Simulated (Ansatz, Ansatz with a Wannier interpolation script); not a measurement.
# WS2 (Tungstenite): what limits a Wannier interpolation of GW, part 2 of 2

Wanted: errors and cost of interpolated bands of WS2 (Tungstenite) under coarser or faulty settings.

Ansatz 0.2.0; maximally localised Wannier functions, LDA, plane waves, PAW. Known limits of the many-body steps: not at the basis limit; no spin-orbit coupling; coarse k mesh.

So far. Step 3 (Wannier model on 6×6×2): Near the gap the model misses directly solved bands by 12.1 meV r.m.s. and by 75 meV at most in the window tested. This tests the starting bands, not the corrections carried with them.

The database entry behind the starting cell differs from later determinations by our own check (an axis about 1.4 % long against later determinations), so it need not match the best structure at ambient conditions.

## (5) G0W0: 6×6×2 mesh, 456 empty bands, screening to 150 eV

Now the one-shot GW correction: screening in the RPA, then the self-energy of the levels asked for.

This step: G0W0 on LDA, plane waves, PAW.

File input.yaml:

```yaml
crystal:
  lattice:
    - [3.18, 0.0, 0.0]
    - [-1.59, 2.753960784, 0.0]
    - [0.0, 0.0, 12.5]
  atoms:
    - { symbol: W, position: [0.3333333333, 0.6666666667, 0.25] }
    - { symbol: W, position: [0.6666666667, 0.3333333333, 0.75] }
    - { symbol: S, position: [0.3333333333, 0.6666666667, 0.625] }
    - { symbol: S, position: [0.6666666667, 0.3333333333, 0.125] }
    - { symbol: S, position: [0.3333333333, 0.6666666667, 0.875] }
    - { symbol: S, position: [0.6666666667, 0.3333333333, 0.375] }
kpoints:
  mp_grid: { grid: [6, 6, 2] }
hamiltonian:
  xc: lda
scf:
  occupations: { method: fixed }
gw:
  n_empty_bands: 456
  ecut_chi: 150.0
  qp_bands: [v14, c6]
  screening: { model: contour_deformation }
```

Started as:

```bash
> ansatz run input.yaml --threads 3 --pin off --max-ram 64512MiB --backend cuda --events-out ev --progress --plain --runs-dir out --devices 1 --max-vram 24GiB  # rebuilt from the run's record
```

Numbers of over 12 decimals in the logs are rounded to 6 here.

Log:

```text
GPUs: using 1 of 1 available (devices: 1).
[...]
GPU FFT provider: cuFFT
GPU libraries: cuBLAS 13.8.2, cuFFT 12.4.0, cuSOLVER 12.3.4
Crystal: 6 atoms, lattice volume = 109.470 Å³
Basis set: ecut = 420 eV, 2129 PW (Γ)
Bands: 32, of which v1, the nominal top of the filled ones, is band 26 counted from 1 (25 counted from 0)
Symmetry: 24 space group operations
[...]
k-points: 14 of 72
[...]
0    20      8.6924   -20.2397     1.5367   -18.5316  0.7484     8.5205     8.5210  root
[...]
13    29     13.5523   -11.9097    -4.6696   -17.0815  0.7588    14.0599    14.0545  root
    13    30     13.5523   -11.9097    -4.6696   -17.0815  0.7588    14.0599    14.0545  root
    13    31     14.3371   -14.8455    -5.2258   -20.5066  0.7101    14.7807    14.7724  root
    13    32     14.3371   -14.8455    -5.2258   -20.5066  0.7101    14.7807    14.7724  root
[key lines of the parts left out:]
SCF converged after 7 iterations
Free energy (F): -23743.292172 eV
Fermi energy:    10.993321 eV
```

It took 70 s on 1 × NVIDIA H100 80GB HBM3 (shared by 3 runs) with 3 threads of AMD EPYC 7R13 (Zen 3), shared host; peak memory 1.6 GiB.

The G0W0 gap on the mesh is 1.402 eV.

## (6) G0W0: 3×3×1 mesh, 456 empty bands, screening to 150 eV

input.yaml, as its differences from that of step 5:

```diff
@@ -13,3 +13,3 @@
 kpoints:
-  mp_grid: { grid: [6, 6, 2] }
+  mp_grid: { grid: [3, 3, 1] }
 hamiltonian:
```

Log:

```text
GPUs: using 1 of 1 available (devices: 1).
[...]
GPU FFT provider: cuFFT
GPU libraries: cuBLAS 13.8.2, cuFFT 12.4.0, cuSOLVER 12.3.4
Crystal: 6 atoms, lattice volume = 109.470 Å³
Basis set: ecut = 420 eV, 2129 PW (Γ)
Bands: 32, of which v1, the nominal top of the filled ones, is band 26 counted from 1 (25 counted from 0)
Symmetry: 24 space group operations
[...]
k-points: 3 of 9
[...]
0    20      8.7145   -20.5507     1.8681   -18.4963  0.7335     8.5272     8.5281  root
[...]
2    29     13.0733   -11.1266    -4.6047   -16.1549  0.7533    13.5018    13.4969  root
     2    30     14.2270   -13.0816    -5.1389   -18.7337  0.7189    14.7382    14.7402  root
     2    31     14.3261   -14.3850    -5.1801   -19.9748  0.7066    14.7432    14.7358  root
     2    32     14.3261   -14.3850    -5.1801   -19.9748  0.7066    14.7432    14.7358  root
[key lines of the parts left out:]
SCF converged after 7 iterations
Free energy (F): -23743.195232 eV
Fermi energy:    10.993647 eV
```

Wall time 8.5 s (1 × NVIDIA H100 80GB HBM3 (shared by 3 runs) with 3 threads); peak memory 1.2 GiB.

The G0W0 gap on the mesh is 1.695 eV.

## (7) G0W0: 6×6×2 mesh, 212 empty bands, screening to 90 eV, plasmon pole

input.yaml, as its differences from that of step 6:

```diff
@@ -13,3 +13,3 @@
 kpoints:
-  mp_grid: { grid: [3, 3, 1] }
+  mp_grid: { grid: [6, 6, 2] }
 hamiltonian:
@@ -19,5 +19,5 @@
 gw:
-  n_empty_bands: 456
-  ecut_chi: 150.0
+  n_empty_bands: 212
+  ecut_chi: 90
   qp_bands: [v14, c6]
-  screening: { model: contour_deformation }
+  screening: { model: godby_needs }
```

Log:

```text
GPUs: using 1 of 1 available (devices: 1).
[...]
GPU FFT provider: cuFFT
GPU libraries: cuBLAS 13.8.2, cuFFT 12.4.0, cuSOLVER 12.3.4
Crystal: 6 atoms, lattice volume = 109.470 Å³
Basis set: ecut = 420 eV, 2129 PW (Γ)
Bands: 32, of which v1, the nominal top of the filled ones, is band 26 counted from 1 (25 counted from 0)
Symmetry: 24 space group operations
[...]
k-points: 14 of 72
[...]
0    20      8.6924   -20.2397     1.8278   -18.5316  0.7850     8.8120     8.8121  root
[...]
13    29     13.5523   -11.9097    -4.4232   -17.0815  0.7979    14.3047    14.3009  root
    13    30     13.5523   -11.9097    -4.4232   -17.0815  0.7979    14.3047    14.3009  root
    13    31     14.3371   -14.8455    -4.8321   -20.5066  0.7842    15.1730    15.1662  root
    13    32     14.3371   -14.8455    -4.8321   -20.5066  0.7842    15.1730    15.1662  root
[key lines of the parts left out:]
SCF converged after 7 iterations
Free energy (F): -23743.292172 eV
Fermi energy:    10.993321 eV
```

Wall time 47 s (1 × NVIDIA H100 80GB HBM3 (shared by 3 runs) with 3 threads); peak memory 1.7 GiB.

The G0W0 gap on the mesh is 1.359 eV.

## (8) Interpolated results

Times are wall times on 1 × NVIDIA H100 80GB HBM3 (shared by 3 runs) with 3 threads of AMD EPYC 7R13 (Zen 3), shared host, good to a factor of about two.

| GW mesh | empty bands | cutoff (eV) | frequency | gap on mesh (eV) | gap over zone (eV) | direct gap (eV) | valence width (eV) | GW time |
| --- | --- | --- | --- | --- | --- | --- | --- | --- |
| 6×6×2 | 456 | 150 | contour deformation | 1.402 | 1.398 | 2.212 | 7.624 | 70 s |
| 3×3×1 | 456 | 150 | contour deformation | 1.695 | 1.406 | 2.243 | 7.589 | 8.5 s |
| 6×6×2 | 212 | 90 | plasmon pole | 1.359 | 1.354 | 2.265 | 7.973 | 47 s |

## (9) What came out

| Property | Result |
| --- | --- |
| 6×6×2 mesh, 456 empty bands, screening to 150 eV | 1.40 eV |
| 3×3×1 mesh, 456 empty bands, screening to 150 eV | 1.41 eV |
| 6×6×2 mesh, 212 empty bands, screening to 90 eV, plasmon pole | 1.35 eV |

What this shows: The largest change, −0.04 eV in the gap over the zone, comes with 6×6×2 mesh, 212 empty bands, screening to 90 eV, plasmon pole. The first run is a reference, not a converged one, and where a row moves several settings no single cause can be named. Rows on another GW mesh add that mesh's corrections to the bands of the one model. Coarser Wannier mesh (6×6×2): the miss near the gap goes from under 1 (the model on 12×12×4) to 12 meV and the total spread from 44.4 to 41.4 Å². Nothing frozen (6×6×2): the miss near the gap goes from 12 (the model on 6×6×2) to 15 meV and the total spread from 41.4 to 41.0 Å². With 3×3×1 mesh, 456 empty bands, screening to 150 eV the gap over the zone moves by +0.01 eV and that on the mesh by +0.29 eV. With 6×6×2 mesh, 212 empty bands, screening to 90 eV, plasmon pole the gap over the zone moves by −0.04 eV and that on the mesh by −0.04 eV. Gaps over the zone and on the mesh differ where an edge lies off the mesh, or where a GW run starts from another density: the starting gap over the zone is 0.964 eV, on the GW meshes it is 0.971 eV and 1.179 eV. The 6×6×2 mesh is coarse for this cell (its supercell is 19 Å along the shortest edge). The RPA ε∞ on it, from the LDA start, is 5.75 and 14.36; such meshes misread the long-range screening, most where the gap is narrow. The many-body steps are scalar-relativistic: spin-orbit coupling is not in them.

[Paths, hosts, dates, memory and timing lines, banners, echoed tables and standing remarks are left out of the program output.]

[Logs are printed without paths, hosts, clocks, repeated set-up lines and the standing remarks that a program may print on its own settings, such as how far it seeks lower states.]

[Runs of the session that timed out or met a known fault of the program may be left out.]

[Hosts, paths, dates, database ids (printed as entryN), source tags and the programs' standing remarks are cut or masked in the printed files.]
